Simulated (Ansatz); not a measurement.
**BePd3C (built on the sites of a database entry of CaPd3C): a soft mode frozen in**

Wanted: the energy along a soft mode of BePd3C (built on the sites of a database entry of CaPd3C) and the structure at the end.

Program: Ansatz 0.2.0. Level of theory: DFT PBEsol, scalar-relativistic, plane waves, PAW. Results are calculated unless marked as measured.

The structure was built from a prototype and need not be the compound's stable phase.

## 1. The structure

It takes space group Pm-3m (No. 221, cubic). The conventional cell has a = 4.016 Å, b = 4.016 Å, c = 4.016 Å, α = 90.00°, β = 90.00°, γ = 90.00°. Nearest to Be lie 12 Pd at 2.84 Å. Nearest to Pd lie 2 C at 2.01 Å and 4 Be at 2.84 Å and 8 Pd at 2.84 Å. Nearest to C lie 6 Pd at 2.01 Å. Farther neighbours are not listed.

## 2. Phonons on a q mesh

The cell comes from relaxations at this level that are not shown. Stability and thermal properties need the whole zone. Linear response on a 4×4×4 q mesh gives force constants as far as a supercell of that size would.

input.yaml reads:

```yaml
crystal:
  lattice:
    - [4.0156977755, 0.0, 0.0]
    - [0.0, 4.0156977755, 0.0]
    - [0.0, 0.0, 4.0156977755]
  atoms:
    - { symbol: Be, position: [0.0, 0.0, 0.0] }
    - { symbol: Pd, position: [0.0, 0.5, 0.5] }
    - { symbol: Pd, position: [0.5, 0.5, 0.0] }
    - { symbol: Pd, position: [0.5, 0.0, 0.5] }
    - { symbol: C, position: [0.5, 0.5, 0.5] }
kpoints:
  mp_grid: { grid: [12, 12, 12] }
hamiltonian:
  xc: pbesol
scf:
  occupations: { method: methfessel_paxton, width: 0.2 }
output:
  eigenvalues: true
phonons:
  method: dfpt
  qmesh: [4, 4, 4]
  temperatures: { t_max: 1000, t_step: 50 }
  qpath:
    path:
      - [[0.0, 0.0, 0.0], [0.0, 0.5, 0.0], [0.5, 0.5, 0.0], [0.0, 0.0, 0.0], [0.5, 0.5, 0.5], [0.0, 0.5, 0.0]]
      - [[0.5, 0.5, 0.5], [0.5, 0.5, 0.0]]
    npoints: 10
```

Command:

```
$ ansatz run input.yaml --threads 4 --pin off --max-ram 14336MiB --backend cpu --events-out ev --progress --plain --runs-dir out
```

Numbers of over 12 decimals in the logs are rounded to 6 here.

Output:

```text
Engine: ansatz 0.2.0, aarch64-unknown-linux-gnu
Pseudopotentials: kind: paw
Pseudopotential: Be, paw, valence charge 2, recommended cutoff 420 eV (normal), Be.paw.azcp
Pseudopotential: Pd, paw, valence charge 18, recommended cutoff 420 eV (normal), Pd.paw.azcp
Pseudopotential: C, paw, valence charge 4, recommended cutoff 420 eV (normal), C.paw.azcp
Functional definition: PBEsol
  exchange = pbesol_x
  correlation = pbesol_c
Crystal: 5 atoms, lattice volume = 64.756 Å³
Basis set: ecut = 420 eV, 1309 PW (Γ), exchange–correlation on 54×54×54 points (8 copies of the dense FFT grid, shifted against one another)
Bands: 36, of which v1, the nominal top of the filled ones, is band 30 counted from 1 (29 counted from 0)
Symmetry: 48 space group operations
k-points: 84 of 1728
Non-local potential: Be, projectors of the file, l = 0: 2, l = 1: 2, l = 2: 1
Non-local potential: Pd, projectors of the file, l = 0: 2, l = 1: 2, l = 2: 2, l = 3: 1
Non-local potential: C, projectors of the file, l = 0: 2, l = 1: 2, l = 2: 1
PAW form: soft (Blöchl's): semilocal exchange-correlation on the pseudo side does not see the compensation charge
PAW frozen core: Be, regenerated for the run's functional, and the local potential with it (the file was generated under x = pbe(κ = 0.804, μ = 0.219515), c = pbe(β = 0.066725))
PAW frozen core: Pd, regenerated for the run's functional, and the local potential with it (the file was generated under x = pbe(κ = 0.804, μ = 0.219515), c = pbe(β = 0.066725))
PAW frozen core: C, regenerated for the run's functional, and the local potential with it (the file was generated under x = pbe(κ = 0.804, μ = 0.219515), c = pbe(β = 0.066725))
PAW one-centre angular grid: Be, 110 points (default); XC on 64 Gauss nodes
PAW one-centre angular grid: Pd, 590 points (default); XC on 64 Gauss nodes
PAW one-centre angular grid: C, 110 points (default); XC on 64 Gauss nodes
Initial density: superposition of atomic densities (neutral atoms: chi_scale 0, normalization atom), corrected by the library's trained network
Initial wavefunctions: pseudopotential atomic-orbital guess
Functional: x = pbesol(κ = 0.804, μ = 0.123457), c = pbesol(β = 0.046)
SCF iter   1: F=—  HF=-21055.866252 eV  |F-HF|=—  |Δ(HF+E_count)|=         —  Δρ=7.82e-3  dr2=3.25e-2  ethr=1.77e-3  ⟨swp⟩=5.2  Hψ=11975  notcnv=0
preconditioner: auto → Kerker (q_TF=auto, 2.694 Å⁻¹)  [metal: Δε(μ)=0.014 eV  Ē_g=7.827 eV  σ=0.200 eV  W_gap=0.06  n_scr=18 (ndim 8)  ℏωp=27.7 eV  f_vac=0.000  D(μ)=4.14/eV (n_scr^D=32)]
SCF iter   2: F=—  HF=-21055.858527 eV  |F-HF|=—  |Δ(HF+E_count)|=   7.73e-3  S|Δr|=    0.00e0  Δρ=3.70e-3  dr2=7.50e-3  ethr=5.42e-5  ⟨swp⟩=2.0  Hψ=5222  notcnv=0
SCF iter   3: F=—  HF=-21055.856439 eV  |F-HF|=—  |Δ(HF+E_count)|=   2.09e-3  S|Δr|=    0.00e0  Δρ=6.81e-4  dr2=3.38e-4  ethr=1.25e-5  ⟨swp⟩=2.0  Hψ=4352  notcnv=0
SCF iter   4: F=—  HF=-21055.856382 eV  |F-HF|=—  |Δ(HF+E_count)|=   5.72e-5  S|Δr|=    0.00e0  Δρ=2.07e-4  dr2=4.55e-5  ethr=5.63e-7  ⟨swp⟩=2.0  Hψ=4103  notcnv=0
SCF iter   5: F=—  HF=-21055.856371 eV  |F-HF|=—  |Δ(HF+E_count)|=   1.12e-5  S|Δr|=    0.00e0  Δρ=4.08e-5  dr2=1.89e-6  ethr=7.59e-8  ⟨swp⟩=2.0  Hψ=3883  notcnv=0
SCF iter   6: F=—  HF=-21055.856371 eV  |F-HF|=—  |Δ(HF+E_count)|=   5.35e-7  S|Δr|=    0.00e0  Δρ=7.91e-6  dr2=2.63e-8  ethr=3.14e-9  ⟨swp⟩=2.0  Hψ=4016  notcnv=0
SCF iter   7: F=—  HF=-21055.856371 eV  |F-HF|=—  |Δ(HF+E_count)|=   1.83e-9  S|Δr|=    0.00e0  Δρ=1.28e-6  dr2=7.65e-10  ethr=4.39e-11  ⟨swp⟩=2.0  Hψ=3788  notcnv=0
SCF iter   8: F=—  HF=-21055.856371 eV  |F-HF|=—  |Δ(HF+E_count)|=  3.64e-11  S|Δr|=    0.00e0  Δρ=2.79e-7  dr2=8.76e-11  ethr=1.28e-12  ⟨swp⟩=2.1  Hψ=4418  notcnv=0
SCF iter   9: F=-21055.856371 eV  HF=-21055.856371 eV  |F-HF|=0.00e0  |Δ(HF+E_count)|=  1.09e-11  S|Δr|=    0.00e0  Δρ=6.31e-8  dr2=4.12e-12  ethr=1.00e-12  ⟨swp⟩=7.7  Hψ=14064  notcnv=0
SCF 1 converged in 9 iterations: F = -21055.856371 eV  dr2 = 4.12e-12
  greatest PAW one-centre occupation: 0.999 electrons in one spin orbital (limit 2), on the Pd atom at site 3 (counted from 0), in its partial waves of l = 0
Initial density: read from a saved state, or passed on in memory by an earlier SCF of this step, an earlier step, the calling program or the single point that the run made first
iter 1 solved again at ethr=2.50e-7 eV; its pass at ethr=3.10e-3 eV (dr2=1.50e-4 eV) is discarded
SCF iter   1: F=—  HF=-21055.856371 eV  |F-HF|=—  |Δ(HF+E_count)|=         —  Δρ=7.35e-7  dr2=3.33e-10  ethr=2.50e-7  ⟨swp⟩=2.9  Hψ=18858  notcnv=0
eigensolver tolerance schedule: the retry pair's looser diagonalisation over-reported the residual by 451979.07 of it (diagonalisation noise at an unbounded share of the residual, at the tolerance the schedule requests for it); recorded, not acted on — ethr = c·dr2/N_el stays at c = 1.0e-1
preconditioner: auto → Kerker (q_TF=auto, 2.694 Å⁻¹)  [metal: Δε(μ)=0.021 eV  Ē_g=7.837 eV  σ=0.200 eV  W_gap=0.09  n_scr=18 (ndim 8)  ℏωp=27.7 eV  f_vac=0.000  D(μ)=4.15/eV (n_scr^D=32)]
SCF iter   2: F=—  HF=-21055.856371 eV  |F-HF|=—  |Δ(HF+E_count)|=   7.47e-7  S|Δr|=    0.00e0  Δρ=3.56e-7  dr2=6.89e-11  ethr=1.00e-12  ⟨swp⟩=3.5  Hψ=7553  notcnv=0
SCF iter   3: F=—  HF=-21055.856371 eV  |F-HF|=—  |Δ(HF+E_count)|=  1.46e-11  S|Δr|=    0.00e0  Δρ=2.37e-7  dr2=3.10e-11  ethr=1.00e-12  ⟨swp⟩=1.0  Hψ=3024  notcnv=0
SCF iter   4: F=-21055.856371 eV  HF=-21055.856371 eV  |F-HF|=0.00e0  |Δ(HF+E_count)|=  7.28e-12  S|Δr|=    0.00e0  Δρ=5.80e-8  dr2=2.05e-12  ethr=1.00e-12  ⟨swp⟩=2.0  Hψ=6663  notcnv=0
SCF 2 converged in 4 iterations: F = -21055.856371 eV  dr2 = 2.05e-12
phonons: the bands overlap, so this run is a metal and interpolates without the dipole-dipole term. If the crystal is really an insulator or semiconductor, its LO-TO splitting is missing
NSCF: frozen V_eff on 84 k-points
WARN: eigensolver did not converge (k=81): 1 band(s) unlocked after 20 sweeps at ethr=1.39e-12 eV (storage-precision floor; scheduled 1.00e-12 eV) (lowest unlocked band 35, counted from 0; max residual 2.32e-6 eV among the unlocked bands, 2.32e-6 eV over every band; other slots of this pass that fall short are told together in one closing line; warning suppressed until the next SCF loop or pass starts)
NSCF: frozen V_eff on 343 k-points
DFPT response loops at q = (0, 0, 0) (fractional): preconditioner auto → Kerker (q_TF=auto, 2.694 Å⁻¹) (partly filled bands, converged f_vac=0.000); β = 1.00, the filter's whole step (`scf.mixing.beta` (0.50) is not read by the response loops under this deck's `scf.mixing.preconditioner`; to damp them name `kerker` or `kerker_dos`, under which they read `scf.mixing.beta`, and type it under 1.00, their step now; both keys bind the ground state too); Broyden in place of MSR1
NSCF: frozen V_eff on 1176 k-points
DFPT response loops at q = (0, 0, 0.25) (fractional): mixed as the last ones told, above
NSCF: frozen V_eff on 686 k-points
DFPT response loops at q = (0, 0, -0.5) (fractional): mixed as the last ones told, above
NSCF: frozen V_eff on 2016 k-points
DFPT response loops at q = (0, 0.25, 0.25) (fractional): mixed as the last ones told, above
NSCF: frozen V_eff on 1176 k-points
DFPT response loops at q = (0, 0.25, -0.5) (fractional): mixed as the last ones told, above
NSCF: frozen V_eff on 686 k-points
DFPT response loops at q = (0, -0.5, -0.5) (fractional): mixed as the last ones told, above
NSCF: frozen V_eff on 3456 k-points
DFPT response loops at q = (0.25, 0.25, 0.25) (fractional): mixed as the last ones told, above
NSCF: frozen V_eff on 2016 k-points
DFPT response loops at q = (0.25, 0.25, -0.5) (fractional): mixed as the last ones told, above
NSCF: frozen V_eff on 1176 k-points
DFPT response loops at q = (0.25, -0.5, -0.5) (fractional): mixed as the last ones told, above
NSCF: frozen V_eff on 686 k-points
DFPT response loops at q = (-0.5, -0.5, -0.5) (fractional): mixed as the last ones told, above
SCF converged after 9 iterations
Stability not checked: this state was not tested for a lower state beside it, because cold or Methfessel-Paxton smearing, or corrected tetrahedra, fill the levels in a way that the test cannot read (fill_not_monotonic; see scf.lower_state_search)
Free energy (F): -21055.856371 eV
Harris-Foulkes:  -21055.856371 eV  (|F-HF|=0.00e0)
Internal energy: -21055.848899 eV  (E = F + TS)
E sigma→0 (E₀):  -21055.854503 eV
Entropy (-TS):   -0.007471 eV (-1.494 meV/atom)
Fermi energy:    15.938268 eV
--- Per-component energies (eV) ---
  E_band       = -619.519794
  E_kinetic    = 1644.403384
  E_local      = -7184.193390  (includes V_loc(G=0)·N_el)
  E_nonlocal   = 687.912713
  E_hartree    = 2969.955391
  E_xc         = -569.314145
  E_vxc        = -712.433678  (∫ρ·V_xc dr)
  E_paw        = -11205.958963  (= ΣΔE_a)
  E_vpaw       = -995.120213  (= ΣTr[D̂ρ^β])
  E_aug_tail   = 0.000537  (compensation charges beyond the density's cutoff)
  E_ewald      = -7399.592630
  E_core_change = 0.938204  (= ΣΔE_core)
  E_smearing   = -0.007471  (= −TS)
  E_closure    = 0.000000  (closes the sum)
  Σ components = -21055.856371   (vs F -21055.856371, Δ=0.00e0)
--- Band table (eV; the first three rows and the last of 84) ---
  k-point 0: bands = [... 26 lower, 13.4153, 14.8210, 14.8210, 14.8210, 14.9244, 18.3445, 18.3445, 18.3445, ... 2 higher]
  k-point 1: bands = [... 26 lower, 13.6564, 14.8211, 14.8805, 14.9170, 14.9170, 18.2711, 18.4371, 18.4371, ... 2 higher]
  k-point 2: bands = [... 26 lower, 13.8977, 14.7519, 14.8214, 15.1681, 15.1681, 18.2479, 18.6997, 18.6997, ... 2 higher]
  k-point 83: bands = [... 26 lower, 14.6766, 14.6766, 14.7172, 14.7172, 14.7172, 18.1944, 18.1944, 18.1944, ... 2 higher]
--- Phonons (Γ-DFPT): 4 representative perturbations + reference (Σ response iterations 13) ---
  ASR residual: 1.725e-4 → 0.000e0 eV/Å²; symmetrization residual: 4.696e-6 eV/Å²
  ASR residual per site (eV/Å²): 1.73e-4 3.66e-5 3.66e-5 3.66e-5 6.25e-8
  Γ frequencies (cm⁻¹): -107.58 -107.58 -107.58 0.00 0.00 0.00 75.35 75.35 75.35 143.54 143.54 143.54 492.34 492.34 492.34
--- Phonons (arbitrary-q DFPT): 10 irreducible q on the 4×4×4 mesh ---
  q = [0.0000, 0.0000, 0.0000] (star 1, of the zone-centre solve; hermiticity 4.52e-7, symmetrization 5.59e-13): -107.58 -107.58 -107.58 -0.00 -0.00 -0.00 75.35 75.35 75.35 143.54 143.54 143.54 492.34 492.34 492.34
  q = [0.0000, 0.0000, 0.2500] (star 6, 9 solved perturbations in 4536 linear systems a pass and spin channel, the states on 588 of 1728 k-point pairs; hermiticity 4.52e-7, symmetrization 4.88e-13): -103.84 -103.84 -69.06 -66.02 33.15 33.15 52.37 52.37 96.26 142.61 142.61 208.44 486.02 486.02 601.74
  q = [0.0000, 0.0000, -0.5000] (star 3, 9 solved perturbations in 2646 linear systems a pass and spin channel, the states on 343 of 1728 k-point pairs; hermiticity 3.76e-7, symmetrization 1.72e-11): -127.93 -127.93 -95.93 23.87 43.25 43.25 73.87 73.87 146.02 146.02 158.00 238.49 495.56 495.56 691.99
  q = [0.0000, 0.2500, 0.2500] (star 12, 9 solved perturbations in 7686 linear systems a pass and spin channel, the states on 1008 of 1728 k-point pairs; hermiticity 4.03e-7, symmetrization 2.66e-13): -94.96 -91.98 -88.35 -85.60 -45.59 25.82 64.03 71.40 107.76 143.68 189.21 228.50 491.63 597.16 621.52
  q = [0.0000, 0.2500, -0.5000] (star 12, 15 solved perturbations on 588 of 1728 k-point pairs; hermiticity 3.59e-7, symmetrization 1.69e-11): -120.39 -111.68 -106.42 -57.61 -48.84 -47.54 93.14 94.00 124.83 139.13 192.35 256.49 487.18 619.85 700.25
  q = [0.0000, -0.5000, -0.5000] (star 3, 9 solved perturbations in 2646 linear systems a pass and spin channel, the states on 343 of 1728 k-point pairs; hermiticity 3.42e-7, symmetrization 1.76e-11): -102.14 -94.30 -94.30 -90.21 -90.21 -81.23 110.00 120.37 120.37 148.06 198.39 279.87 482.90 707.38 707.38
  q = [0.2500, 0.2500, 0.2500] (star 8, 4 solved perturbations in 4536 linear systems a pass and spin channel, the states on 1728 of 1728 k-point pairs; hermiticity 1.32e-7, symmetrization 5.70e-13): -111.13 -111.13 -88.64 -60.27 -60.27 31.40 90.12 90.12 118.60 186.74 186.74 249.82 600.46 623.14 623.14
  q = [0.2500, 0.2500, -0.5000] (star 12, 9 solved perturbations in 7686 linear systems a pass and spin channel, the states on 1008 of 1728 k-point pairs; hermiticity 2.24e-7, symmetrization 1.67e-11): -124.50 -110.54 -91.85 -77.06 -69.27 -45.63 104.25 111.37 124.76 183.20 192.58 275.11 611.70 625.22 703.47
  q = [0.2500, -0.5000, -0.5000] (star 6, 9 solved perturbations in 4536 linear systems a pass and spin channel, the states on 588 of 1728 k-point pairs; hermiticity 2.24e-7, symmetrization 1.75e-11): -105.05 -105.05 -98.12 -95.29 -95.29 -74.53 123.12 127.99 127.99 187.17 196.84 297.62 619.95 708.50 708.50
  q = [-0.5000, -0.5000, -0.5000] (star 1, 4 solved perturbations in 931 linear systems a pass and spin channel, the states on 343 of 1728 k-point pairs; hermiticity 2.61e-8, symmetrization 1.69e-11): -107.09 -107.09 -107.09 -102.80 -102.80 -102.80 132.82 132.82 132.82 196.72 196.72 317.97 709.68 709.68 709.68
  sum rule: each row above includes the acoustic sum rule's correction from the zone centre's row sums; it moved no ω² by more than (2.28 cm⁻¹)²
  mesh force constants: q→R imaginary residual 2.69e-19; ASR residual 1.725e-4 → 0.000e0 eV/Å²; symmetrization residual 3.197e-14 eV/Å²
  interpolated dispersion: 62 rows × 15 modes
  density of states and harmonic sums: on the 16×16×16 q-mesh, interpolated from the force constants of a 4×4×4 supercell (no non-analytic term)
  largest difference from the sums on the solved wave vectors: F 3.91e-2 eV, S 4.80e-5 and C_V 8.83e-6 eV/K
  zero-point energy: 0.169626 eV/cell   skipped modes (ω ≤ 0): 856, of them read as no rigid motion or as one in doubt: 853 (5.256e0 modes/cell left out, lowest -131.57 cm⁻¹)   left out of the sums: 3.50e-1 of the cell's modes: C_V's classical limit lies that fraction below 3 k_B per atom; for a crystal, a wire or a layer, F and S can be off by more, and a phonons.interpolated_qmesh denser along its periods is the remedy for the sampling
```

Run time: 61 min. Hardware: 4 threads of Arm Neoverse V1, shared host; peak memory 7.7 GiB.

In the SCF lines HF is the Harris–Foulkes energy and dr2 the Hartree energy of the density residual, in eV; the loop may stop once dr2 is under the threshold and the program's other checks hold. Hψ counts applications of the Hamiltonian.

This step gave:

```
volume per atom                                         : 12.95 Å³
gap on the k-mesh                                       : 0 eV
sum-rule residual before enforcement                    : 1.73e-4 eV/Å²
lowest frequency on the path                            : -131.8 cm⁻¹
point group                                             : m-3m
highest frequency on the path or at a solved wavevector : 709.7 cm⁻¹
highest optical mode at the zone centre (no LO-TO term) : 492.3 cm⁻¹
lowest optical zone-centre mode                         : -107.6 cm⁻¹
lowest mode on the q mesh (acoustic modes at Γ apart)   : -127.9 cm⁻¹
```

Frequencies (cm⁻¹) solved at each irreducible wavevector; negative means imaginary. Frequencies by wavevector, by row:

| q in reciprocal lattice units | star | mode 1 | mode 2 | mode 3 | mode 4 | mode 13 | mode 14 | mode 15 |
| --- | --- | --- | --- | --- | --- | --- | --- | --- |
| 0 0 0 | 1 | -107.6 | -107.6 | -107.6 | 0 | 492.3 | 492.3 | 492.3 |
| 0 0 0.25 | 6 | -103.8 | -103.8 | -69.1 | -66 | 486 | 486 | 601.7 |
| 0 0 -0.5 | 3 | -127.9 | -127.9 | -95.9 | 23.9 | 495.6 | 495.6 | 692 |
| 0 0.25 0.25 | 12 | -95 | -92 | -88.3 | -85.6 | 491.6 | 597.2 | 621.5 |
| 0 0.25 -0.5 | 12 | -120.4 | -111.7 | -106.4 | -57.6 | 487.2 | 619.9 | 700.2 |
| 0 -0.5 -0.5 | 3 | -102.1 | -94.3 | -94.3 | -90.2 | 482.9 | 707.4 | 707.4 |
| 0.25 0.25 0.25 | 8 | -111.1 | -111.1 | -88.6 | -60.3 | 600.5 | 623.1 | 623.1 |
| 0.25 0.25 -0.5 | 12 | -124.5 | -110.5 | -91.8 | -77.1 | 611.7 | 625.2 | 703.5 |
| 0.25 -0.5 -0.5 | 6 | -105 | -105 | -98.1 | -95.3 | 620 | 708.5 | 708.5 |
| -0.5 -0.5 -0.5 | 1 | -107.1 | -107.1 | -107.1 | -102.8 | 709.7 | 709.7 | 709.7 |

Interpolated from a 4×4×4 q mesh. Phonon branches along the path, in cm⁻¹:

| point | branch 1 | branch 2 | branch 3 | branch 4 | branch 12 | branch 13 | branch 14 | branch 15 |
| --- | --- | --- | --- | --- | --- | --- | --- | --- |
| Γ | -108 | -108 | -108 | 0 | 144 | 492 | 492 | 492 |
| halfway | -104 | -104 | -69 | -66 | 208 | 486 | 486 | 602 |
| X | -128 | -128 | -96 | 24 | 238 | 496 | 496 | 692 |
| halfway | -120 | -112 | -106 | -58 | 256 | 487 | 620 | 700 |
| M | -102 | -94 | -94 | -90 | 280 | 483 | 707 | 707 |
| halfway | -95 | -92 | -88 | -86 | 228 | 492 | 597 | 622 |
| Γ | -108 | -108 | -108 | 0 | 144 | 492 | 492 | 492 |
| halfway | -111 | -111 | -89 | -60 | 250 | 600 | 623 | 623 |
| R | -107 | -107 | -107 | -103 | 318 | 710 | 710 | 710 |
| halfway | -124 | -110 | -92 | -77 | 275 | 612 | 625 | 704 |
| X | -128 | -128 | -96 | 24 | 238 | 496 | 496 | 692 |
| jump to R | -107 | -107 | -107 | -103 | 318 | 710 | 710 | 710 |
| halfway | -105 | -105 | -98 | -95 | 298 | 620 | 708 | 708 |
| M | -102 | -94 | -94 | -90 | 280 | 483 | 707 | 707 |

Symmetry leaves 10 wavevectors to solve. The lowest mode among them, the acoustic zeros apart, lies at q = (0, 0, -0.5) and is imaginary, 127.9i cm⁻¹, so the energy falls along it. Between them the interpolated path dips to 132i cm⁻¹.

## 3. The mode frozen in, largest atomic shift 0 Å

The mode followed lies at Γ with frequency 107.6i cm⁻¹ and is 3-fold degenerate, one of the unstable modes though not the softest. At small amplitude the distorted cell has space group no. 38 by a symmetry search on the positions. The undistorted cell that holds it gives the zero of energy on the same k mesh.

input.yaml, the sections that differ from step 2:

```yaml
output:
  forces: true
  stress: true
  eigenvalues: true
# crystal, kpoints, hamiltonian, scf: as in step 2
# phonons: removed
```

Output:

```text
[...]
Crystal: 5 atoms, lattice volume = 64.756 Å³
Basis set: ecut = 420 eV, 1309 PW (Γ), exchange–correlation on 54×54×54 points (8 copies of the dense FFT grid, shifted against one another)
Bands: 36, of which v1, the nominal top of the filled ones, is band 30 counted from 1 (29 counted from 0)
Symmetry: 48 space group operations
[...]
k-points: 84 of 1728
[...]
k-point 0: bands = [... 26 lower, 13.4153, 14.8209, 14.8209, 14.8209, 14.9244, 18.3445, 18.3445, 18.3445, ... 2 higher]
  k-point 1: bands = [... 26 lower, 13.6564, 14.8211, 14.8805, 14.9170, 14.9170, 18.2711, 18.4371, 18.4371, ... 2 higher]
  k-point 2: bands = [... 26 lower, 13.8976, 14.7519, 14.8213, 15.1681, 15.1681, 18.2480, 18.6997, 18.6997, ... 2 higher]
  k-point 83: bands = [... 26 lower, 14.6766, 14.6766, 14.7172, 14.7172, 14.7172, 18.1944, 18.1944, 18.1944, ... 2 higher]
[key lines of the parts left out:]
SCF converged after 6 iterations
Free energy (F): -21055.856371 eV
Fermi energy:    15.938252 eV
P = ⅓ Tr σ = -0.0047 GPa (-0.047 kbar)
```

The job ended after 2.8 s (4 threads; peak memory 0.44 GiB).

This step gave:

| Item | Value |
| --- | --- |
| pressure | -0.004679 GPa |
| energy from the undistorted cell | 0 meV/atom |

The run ends at a pressure of 0.00 GPa.

(Part 1 of 3 ends here.)

[Logs are printed without paths, hosts, clocks, repeated set-up lines and the standing remarks that a program may print on its own settings, such as how far it seeks lower states.]

[Hosts, paths, dates, database ids (printed as entryN), source tags and the programs' standing remarks are cut or masked in the printed files.]
